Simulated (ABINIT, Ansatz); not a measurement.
# CdF2 (Fm-3m): modes at Γ and the response to a field, part 3 of 3

Aim: the zone-centre modes of CdF2 (Fm-3m).

ABINIT 10.8.3; DFT LDA, scalar-relativistic, plane waves, PseudoDojo norm-conserving pseudopotentials.

So far, mean static dielectric tensor (ions relaxed, fixed cell): step 7 (modes with the sum rule) 7.85. The relaxed cell has a = 5.297 Å (conventional setting).

## Step 8: Sum rules set otherwise (asr 0)

Without the rule the raw error of the acoustic modes shows.

File anaddb.abi:

```
ddb_filepath "gamma_DDB"
output_file "anaddb.abo"
outdata_prefix "anaddb"
asr 0
chneut 0
enunit 2
eivec 1
nph1l 1
qph1l 0.0 0.0 0.0 1.0
dieflag 1
nph2l 3
qph2l 
    1.0 0.0 0.0 0.0
    0.0 0.0 1.0 0.0
    1.0 1.0 1.0 0.0
```

File mrgddb.in:

```
gamma_DDB
merged
2
dfpt_gammao_DS2_DDB
gso_DDB
```

Launch:

```bash
$ mrgddb < mrgddb.in > mrgddb.log
$ OMP_NUM_THREADS=1 anaddb anaddb.abi > anaddb.log
```

anaddb.abo, the main output file:

```text
[banners, grids, parts of the stress and lines that vanish by symmetry left out]
-outvars_anaddb: echo values of input variables ----------------------

 Flags :
[...]
Dielectric Tensor and Effective Charges
[...]
Effective charge tensors after
[...]
Phonon wavevector (reduced coordinates) :  0.00000  0.00000  0.00000
 Phonon energies in Hartree :
[...]
Phonon energies in meV     :
-  2.750548E-01  2.750548E-01  2.750549E-01  2.958038E+01  2.958038E+01
-  2.958038E+01  3.956934E+01  3.956934E+01  3.956934E+01
 Phonon frequencies in cm-1    :
-  2.218467E+00  2.218467E+00  2.218467E+00  2.385819E+02  2.385819E+02
-  2.385819E+02  3.191483E+02  3.191483E+02  3.191483E+02
 Phonon frequencies in Thz     :
-  6.650797E-02  6.650797E-02  6.650797E-02  7.152504E+00  7.152504E+00
-  7.152504E+00  9.567825E+00  9.567825E+00  9.567825E+00
 Phonon energies in Kelvin  :
-  3.191879E+00  3.191879E+00  3.191879E+00  3.432661E+02  3.432661E+02
-  3.432661E+02  4.591832E+02  4.591832E+02  4.591832E+02
[...]
-  1  0.00000000E+00  3.16426156E-07  1.90973230E-03
-     0.00000000E+00  0.00000000E+00  0.00000000E+00
-  2  0.00000000E+00  3.16461514E-07  1.90994570E-03
-     0.00000000E+00  0.00000000E+00  0.00000000E+00
-  3  0.00000000E+00  3.16461514E-07  1.90994570E-03
-     0.00000000E+00  0.00000000E+00  0.00000000E+00
[...]
-  1  0.00000000E+00 -1.90973230E-03  3.16426137E-07
-     0.00000000E+00  0.00000000E+00  0.00000000E+00
-  2  0.00000000E+00 -1.90994570E-03  3.16461495E-07
-     0.00000000E+00  0.00000000E+00  0.00000000E+00
-  3  0.00000000E+00 -1.90994570E-03  3.16461495E-07
-     0.00000000E+00  0.00000000E+00  0.00000000E+00
[...]
-  1  1.90973233E-03  0.00000000E+00  0.00000000E+00
-     0.00000000E+00  0.00000000E+00  0.00000000E+00
-  2  1.90994572E-03  0.00000000E+00  0.00000000E+00
-     0.00000000E+00  0.00000000E+00  0.00000000E+00
-  3  1.90994572E-03  0.00000000E+00  0.00000000E+00
-     0.00000000E+00  0.00000000E+00  0.00000000E+00
[...]
-  1  0.00000000E+00  0.00000000E+00  1.11042740E-03
-     0.00000000E+00  0.00000000E+00  0.00000000E+00
[...]
-     0.00000000E+00  0.00000000E+00  0.00000000E+00
[...]
-     0.00000000E+00  0.00000000E+00  0.00000000E+00
[...]
-     0.00000000E+00  0.00000000E+00  0.00000000E+00
[...]
-     0.00000000E+00  0.00000000E+00  0.00000000E+00
[...]
-     1          0.000000     0.000000     0.000087     0.000087
-     2          0.000000    -0.000087     0.000000     0.000087
-     3          0.000087     0.000000    -0.000000     0.000087
-     4          0.000034     0.000103     2.256910     2.256910
-     5          0.000243    -2.256910     0.000103     2.256910
-     6          2.256910     0.000243    -0.000034     2.256910
-     7          0.000000     0.000000    -0.000000     0.000000
-     8         -0.000000     0.000000    -0.000000     0.000000
-     9         -0.000000    -0.000000    -0.000000     0.000000
[...]
-   1     Real    0.0000E+00  0.0000E+00  8.2353E-14  0.0000E+00  0.0000E+00  0.0000E+00  8.2353E-14
[...]
-   2     Real    0.0000E+00  8.2353E-14  0.0000E+00  0.0000E+00  0.0000E+00  0.0000E+00  8.2353E-14
[...]
-   3     Real    8.2353E-14  0.0000E+00  0.0000E+00  0.0000E+00  0.0000E+00  0.0000E+00  8.2353E-14
[...]
-   4     Real    2.6857E-14  2.4122E-13  1.1620E-04  8.0488E-14  1.7665E-09  5.2942E-09  1.1620E-04
[...]
-   5     Real    1.3474E-12  1.1620E-04  2.4120E-13 -1.2513E-08  5.7008E-13 -5.2940E-09  1.1620E-04
[...]
-   6     Real    1.1620E-04  1.3474E-12  2.6874E-14  1.2512E-08 -1.7671E-09 -1.9029E-13  1.1620E-04
[...]
-   7     Real    0.0000E+00  0.0000E+00  0.0000E+00  0.0000E+00  0.0000E+00  0.0000E+00  0.0000E+00
[...]
-   8     Real    0.0000E+00  0.0000E+00  0.0000E+00  0.0000E+00  0.0000E+00  0.0000E+00  0.0000E+00
[...]
-   9     Real    0.0000E+00  0.0000E+00  0.0000E+00  0.0000E+00  0.0000E+00  0.0000E+00  0.0000E+00
[...]
Phonon at Gamma, with non-analyticity in the
[...]
Phonon energies in Hartree :
[...]
Phonon energies in meV     :
-  2.750548E-01  2.750548E-01  2.750556E-01  2.958038E+01  2.958038E+01
[...]
Phonon frequencies in cm-1    :
[...]
Phonon frequencies in Thz     :
[...]
Phonon energies in Kelvin  :
[...]
Phonon at Gamma, with non-analyticity in the
[...]
Phonon energies in Hartree :
[...]
Phonon energies in meV     :
-  2.750548E-01  2.750549E-01  2.750556E-01  2.958038E+01  2.958038E+01
[...]
Phonon frequencies in cm-1    :
-  2.218467E+00  2.218467E+00  2.218473E+00  2.385819E+02  2.385819E+02
[...]
Phonon frequencies in Thz     :
-  6.650797E-02  6.650797E-02  6.650814E-02  7.152504E+00  7.152504E+00
[...]
Phonon energies in Kelvin  :
-  3.191879E+00  3.191879E+00  3.191887E+00  3.432661E+02  3.432661E+02
[...]
-     0.00000000E+00  0.00000000E+00  0.00000000E+00
[...]
-     0.00000000E+00  0.00000000E+00  0.00000000E+00
[...]
Phonon at Gamma, with non-analyticity in the
[...]
Phonon energies in Hartree :
[...]
Phonon energies in meV     :
-  2.750548E-01  2.750549E-01  2.750556E-01  2.958038E+01  2.958038E+01
-  3.956934E+01  3.956934E+01  3.956934E+01  4.850424E+01
 Phonon frequencies in cm-1    :
-  2.218467E+00  2.218467E+00  2.218473E+00  2.385819E+02  2.385819E+02
-  3.191483E+02  3.191483E+02  3.191483E+02  3.912131E+02
 Phonon frequencies in Thz     :
-  6.650797E-02  6.650797E-02  6.650814E-02  7.152504E+00  7.152504E+00
-  9.567825E+00  9.567825E+00  9.567825E+00  1.172827E+01
 Phonon energies in Kelvin  :
-  3.191879E+00  3.191879E+00  3.191887E+00  3.432661E+02  3.432661E+02
-  4.591832E+02  4.591832E+02  4.591832E+02  5.628683E+02
[...]
-  1  1.88398065E-04  1.24070251E-03 -1.43952806E-03
-     0.00000000E+00  0.00000000E+00  0.00000000E+00
-  2  1.88418983E-04  1.24084101E-03 -1.43968904E-03
-     0.00000000E+00  0.00000000E+00  0.00000000E+00
[...]
-     0.00000000E+00  0.00000000E+00  0.00000000E+00
[...]
-     0.00000000E+00  0.00000000E+00  0.00000000E+00
[...]
-  2  3.79967456E-03  0.00000000E+00  0.00000000E+00
-     0.00000000E+00  0.00000000E+00  0.00000000E+00
-  3 -3.79967456E-03  0.00000000E+00  0.00000000E+00
-     0.00000000E+00  0.00000000E+00  0.00000000E+00
[...]
Direction                     Dielectric constant
[...]
0.00000   0.00000   1.00000      7.84610194
   1.00000   1.00000   1.00000      7.84610194
-
```

The job ended after 0.51 s (1 thread of Arm Neoverse V2, shared host).

Numbers from this step:

- mean static dielectric constant: 7.846

Zone-centre frequencies as printed; negative means imaginary. Modes:

```
mode  frequency (cm⁻¹)
   1              2.22
   2              2.22
   3              2.22
   4             238.6
   5             238.6
   6             238.6
   7             319.1
   8             319.1
   9             319.1
```

## Step 9: The same in Ansatz

The same cell, potentials and cutoff go through another code, on another k mesh. Its k mesh is centred on Γ.

This step: DFT LDA, scalar-relativistic, plane waves, PseudoDojo norm-conserving pseudopotentials (Ansatz 0.2.0).

File input.yaml:

```yaml
crystal:
  lattice:
    - [0.0, 2.6485106893, 2.6485106893]
    - [2.6485106893, 0.0, 2.6485106893]
    - [2.6485106893, 2.6485106893, 0.0]
  atoms:
    - { symbol: Cd, position: [0.0, 0.0, 0.0] }
    - { symbol: F, position: [0.25, 0.25, 0.25] }
    - { symbol: F, position: [0.75, 0.75, 0.75] }
kpoints:
  mp_grid: { grid: [8, 8, 8] }
hamiltonian:
  xc: lda
  pseudopotentials: { kind: nc, accuracy: standard }
scf:
  occupations: { method: fixed }
output:
  eigenvalues: true
basis:
  ecutwfc: 1278.935
phonons:
  method: dfpt
  dielectric: true
  rigid_motions: translations
```

Launch:

```bash
$ ansatz run input.yaml --threads 8 --pin off --max-ram 16384MiB --backend cpu --events-out ev --progress --plain --runs-dir out
```

The log of the run:

```text
Warning: basis.ecutwfc = 1278.935 eV is below the records' recommended 1387.780699 eV, and the density's cutoff is lower with it unless basis.ecutrho_ratio is high enough to keep the records' density cutoff: compare with a run at a higher cutoff
Engine: ansatz 0.2.0, aarch64-unknown-linux-gnu
Pseudopotentials: kind: nc
Pseudopotential: Cd, nc, valence charge 20, recommended cutoff 1387.780699 eV (normal), Cd.nc.azcp (PseudoDojo's, or run here from an input of PseudoDojo's; its table is named by hamiltonian.pseudopotentials.accuracy)
Pseudopotential: F, nc, valence charge 7, recommended cutoff 1142.878222 eV (normal), F.nc.azcp (PseudoDojo's, or run here from an input of PseudoDojo's; its table is named by hamiltonian.pseudopotentials.accuracy)
Functional definition: SPW92
  exchange = slater_x
  correlation = pw_c
Crystal: 3 atoms, lattice volume = 37.157 Å³
Basis set: ecut = 1278.935 eV, 3839 PW (Γ), exchange–correlation on 90×90×90 points (8 copies of the dense FFT grid, shifted against one another)
Bands: 21, of which v1, the nominal top of the filled ones, is band 17 counted from 1 (16 counted from 0)
Symmetry: 48 space group operations
k-points: 95 of 512 (irreducible under 4 space group operations, time reversal used)
Non-local potential: Cd, projectors of the file, l = 0: 2, l = 1: 2, l = 2: 2
Non-local potential: F, projectors of the file, l = 0: 2, l = 1: 2, l = 2: 1
Initial density: superposition of atomic densities (chi_scale 0.1, normalization cell, long waves kept (reshape's long-wave potential 0.00 eV rms))
Initial wavefunctions: pseudopotential atomic-orbital guess
Functional: x = slater, c = lda
SCF iter   1: F=—  HF=-6115.247224 eV  |F-HF|=—  |Δ(HF+E_count)|=         —  Δρ=2.41e-1  dr2=1.76e1  ethr=3.10e-3  ⟨swp⟩=5.6  Hψ=9417  notcnv=0  defer=186
preconditioner: auto → none  [insulator: Δε(μ)=0.487 eV  Ē_g=17.392 eV  n_scr=14 (ndim 8)  ℏωp=31.1 eV  f_vac=0.087  ε∞_Penn≈4.2]
SCF iter   2: F=—  HF=-6110.358372 eV  |F-HF|=—  |Δ(HF+E_count)|=    4.89e0  Δρ=1.30e-1  dr2=3.67e0  ethr=3.10e-3  ⟨swp⟩=4.4  Hψ=6059  notcnv=0  defer=186
SCF iter   3: F=—  HF=-6109.222987 eV  |F-HF|=—  |Δ(HF+E_count)|=    1.14e0  Δρ=2.08e-2  dr2=5.88e-2  ethr=3.10e-3  ⟨swp⟩=3.0  Hψ=4370  notcnv=0  defer=186
SCF iter   4: F=—  HF=-6109.195635 eV  |F-HF|=—  |Δ(HF+E_count)|=   2.74e-2  Δρ=6.97e-3  dr2=4.51e-3  ethr=1.73e-4  ⟨swp⟩=2.3  Hψ=3411  notcnv=0  defer=188
SCF iter   5: F=—  HF=-6109.194000 eV  |F-HF|=—  |Δ(HF+E_count)|=   1.64e-3  Δρ=9.44e-4  dr2=1.48e-4  ethr=1.33e-5  ⟨swp⟩=3.0  Hψ=3907  notcnv=0  defer=188
SCF iter   6: F=—  HF=-6109.193946 eV  |F-HF|=—  |Δ(HF+E_count)|=   5.44e-5  Δρ=3.93e-4  dr2=2.24e-5  ethr=4.37e-7  ⟨swp⟩=2.3  Hψ=3637  notcnv=0  defer=174
SCF iter   7: F=—  HF=-6109.193923 eV  |F-HF|=—  |Δ(HF+E_count)|=   2.24e-5  Δρ=8.14e-5  dr2=4.43e-7  ethr=6.59e-8  ⟨swp⟩=2.0  Hψ=3108  notcnv=0  defer=87
SCF iter   8: F=—  HF=-6109.194112 eV  |F-HF|=—  |Δ(HF+E_count)|=   1.89e-4  Δρ=1.95e-5  dr2=5.91e-8  ethr=1.30e-9  ⟨swp⟩=2.0  Hψ=3593  notcnv=0  defer=6
SCF iter   9: F=-6109.194112 eV  HF=-6109.194112 eV  |F-HF|=4.64e-11  |Δ(HF+E_count)|=   2.03e-8  Δρ=1.17e-6  dr2=8.94e-11  ethr=1.00e-12  ⟨swp⟩=9.8  Hψ=17070  notcnv=0
SCF 1 converged in 9 iterations: F = -6109.194112 eV  dr2 = 8.94e-11
DFPT response loops at Γ: preconditioner auto → none (the input reference at scf.mixing.eps_inf says where Resta's filter doesn't serve); β = 0.50; Broyden in place of MSR1
SCF converged after 9 iterations
Free energy (F): -6109.194112 eV
Harris-Foulkes:  -6109.194112 eV  (|F-HF|=4.64e-11)
Internal energy: -6109.194112 eV  (E = F + TS)
E sigma→0 (E₀):  -6109.194112 eV
Fermi energy:    6.914860 eV
--- Per-component energies (eV) ---
  E_band       = -463.118486
  E_kinetic    = 2557.237845
  E_local      = -5556.539416  (includes V_loc(G=0)·N_el)
  E_nonlocal   = -45.880978
  E_hartree    = 1745.213613
  E_xc         = -950.207423
  E_vxc        = -908.363468  (∫ρ·V_xc dr)
  E_ewald      = -3859.017753
  E_smearing   = -0.000000  (= −TS)
  E_closure    = -0.000000  (closes the sum)
  Σ components = -6109.194112   (vs F -6109.194112, Δ=0.00e0)
--- Band table (eV; the first three rows and the last of 95) ---
  k-point 0: bands = [... 13 lower, 5.7601, 6.5159, 6.5159, 6.5159, 9.9203, 19.4781, 19.4781, 19.4781]
  k-point 1: bands = [... 13 lower, 5.6675, 6.3613, 6.5064, 6.5064, 10.5322, 18.7492, 19.7337, 19.7337]
  k-point 2: bands = [... 13 lower, 5.3776, 5.7540, 6.5192, 6.5192, 11.8957, 17.5683, 20.3993, 20.3993]
  k-point 94: bands = [... 13 lower, 5.2560, 5.2560, 6.1695, 6.9149, 15.1579, 18.1309, 18.6797, 18.6797]
--- Phonons (Γ-DFPT): 2 representative perturbations + reference, on 95 of 512 k-points (Σ response iterations 7) ---
  k mesh reduced under 4 symmetry operations, with k and −k counted as one. Each operation leaves every solved perturbation unchanged. A smaller set is not considered because the run solves the response to a homogeneous field
  ASR residual: 3.969e-3 → 0.000e0 eV/Å²; symmetrization residual: 2.019e-6 eV/Å²
  ASR residual per site (eV/Å²): 3.97e-3 9.49e-4 9.49e-4
  Γ frequencies (cm⁻¹): 0.00 0.00 0.00 238.58 238.58 238.58 319.15 319.15 319.15
  ε∞ (high-frequency dielectric tensor):
        2.917923    -0.000000    -0.000000
        0.000000     2.917923     0.000000
        0.000000     0.000000     2.917923
  ε⁰ (static dielectric tensor: ions relaxed, cell fixed):
        7.844973     0.000000    -0.000000
        0.000000     7.844973    -0.000000
       -0.000000    -0.000000     7.844973
  ε⁰ − ε∞ (ionic part):
        4.927050     0.000000    -0.000000
        0.000000     4.927050    -0.000000
       -0.000000    -0.000000     4.927050
  softest optical mode at Γ: 238.58 cm⁻¹; the repairs (sum rule, projections) moved no ω² at Γ by more than (3.72 cm⁻¹)²
  Born effective charges Z* (e; rows j = field, columns β = displacement):
    site 0:
         2.45229   -0.00000   -0.00000
         0.00000    2.45229    0.00000
         0.00000   -0.00000    2.45229
    site 1:
        -1.22615    0.00000    0.00000
        -0.00000   -1.22615   -0.00000
         0.00000    0.00000   -1.22615
    site 2:
        -1.22615    0.00000    0.00000
        -0.00000   -1.22615   -0.00000
         0.00000    0.00000   -1.22615
  Z* charge neutrality: 2.065e-4 e pre-enforcement
  k-mesh period / interband length: 30.0 Å / 1.35 Å = 22.23 at k = (0.0000, 0.0000, 0.0000), direct gap 3.404 eV — 14 or more, which is no proof of convergence
  optical modes at Γ without the LO–TO term, one row a degenerate level:
      ω (cm⁻¹)  modes    IR ((D/Å)²/amu)
        238.58      3            14.6568
        319.15      3             0.0000
  optical modes at Γ + LO–TO along q̂ = [1.0000, 0.0000, 0.0000]:
      ω (cm⁻¹)  modes    IR ((D/Å)²/amu)
        238.58      2             9.7712
        319.15      3             0.0000
        391.19      1             4.8856
  optical modes at Γ + LO–TO along q̂ = [0.0000, 1.0000, 0.0000]:
      ω (cm⁻¹)  modes    IR ((D/Å)²/amu)
        238.58      2             9.7712
        319.15      3             0.0000
        391.19      1             4.8856
  optical modes at Γ + LO–TO along q̂ = [0.0000, 0.0000, 1.0000]:
      ω (cm⁻¹)  modes    IR ((D/Å)²/amu)
        238.58      2             9.7712
        319.15      3             0.0000
        391.19      1             4.8856
```

It took 20 s on 8 threads; peak memory 1.5 GiB.

Numbers from this step:

* sum-rule residual before enforcement: 0.003969 eV/Å²
* miss of the charge sum rule: 2.07e-4 e
* largest Born charge in size (third of the trace): 2.452 e
* mean static dielectric constant: 7.845

Transverse modes. Infrared lines, with heights relative to the strongest:

```
position (cm⁻¹)  label  IR intensity ((D/Å)²/amu), degenerate modes summed, relative
            239    T1u                                                           100
            319    T2g                                                           0.0
```

## Step 10: The two compared: ABINIT PseudoDojo and Ansatz, PseudoDojo

Worked out from the results:

- root-mean-square difference: 0 cm⁻¹
- largest difference: 0 cm⁻¹

Frequencies side by side, by row:

```
q (reciprocal lattice)  mode  ABINIT PseudoDojo (cm⁻¹)  Ansatz, PseudoDojo (cm⁻¹)
                 0 0 0     1                         0                          0
                 0 0 0     2                         0                          0
                 0 0 0     3                         0                          0
                 0 0 0     4                     238.6                      238.6
                 0 0 0     5                     238.6                      238.6
                 0 0 0     6                     238.6                      238.6
                 0 0 0     7                     319.1                      319.1
                 0 0 0     8                     319.1                      319.1
                 0 0 0     9                     319.1                      319.1
```

The two runs side by side. Further quantities:

```
                                                                               quantity  ABINIT PseudoDojo  Ansatz, PseudoDojo
                                                                                mean ε∞              2.918               2.918
largest Born charge in size (e; the first before, the second after the charge sum rule)              2.453               2.452
                                                       summed IR intensity ((D/Å)²/amu)              14.66               14.66
```

At the zone centre the largest difference (acoustic modes at Γ apart) is 0.003 % of the highest mode.

## Step 11: What came out

```json
{
 "space group after relaxation": "Fm-3m",
 "volume per atom": "12.4 Å³",
 "highest optical zone-centre mode (no LO-TO term)": "319.1 cm⁻¹",
 "lowest optical zone-centre mode": "238.6 cm⁻¹",
 "highest mode moved by the LO-TO term": "391.2 cm⁻¹",
 "mean high-frequency dielectric constant": "2.92",
 "largest Born charge in size (third of the trace)": "2.45 e",
 "mean static dielectric constant": "7.85",
 "imaginary optical modes at the zone centre (no q mesh in this session)": "none",
 "largest difference from Ansatz, PseudoDojo": "0 cm⁻¹"
}
```

What this shows: At the LDA level the optical modes of CdF2 (Fm-3m) at the zone centre (no LO-TO term) run from 239 to 319 cm⁻¹. The base run prints -0.49 GPa, mostly the error of a finite basis; the relaxation, with a smoothed and higher cutoff, had brought the cell to rest. Along the directions run, the highest mode that the macroscopic field moves lies at 391 cm⁻¹. Lattice motion raises the mean dielectric constant from 2.918 to 7.847. The Born charge of Cd is 2.453 e against a formal charge of +2, somewhat above it. ABINIT PseudoDojo and Ansatz, PseudoDojo agree to 0.01 cm⁻¹ (0.003 % of the highest mode compared) on all solved modes but the acoustic ones at Γ, without the LO-TO term. These are harmonic frequencies at zero temperature: anharmonic shifts and linewidths and thermal expansion are left out. Ansatz warns that the cutoff lies 8 % under the one recommended for these files; agreement at one cutoff is not convergence.

[Host names and launcher messages were left out of these logs when they were recorded.]

[Logs are printed without paths, hosts, clocks, repeated set-up lines and the standing remarks that a program may print on its own settings, such as how far it seeks lower states.]

[Hosts, paths, dates, database ids (printed as entryN), source tags and the programs' standing remarks are cut or masked in the printed files.]
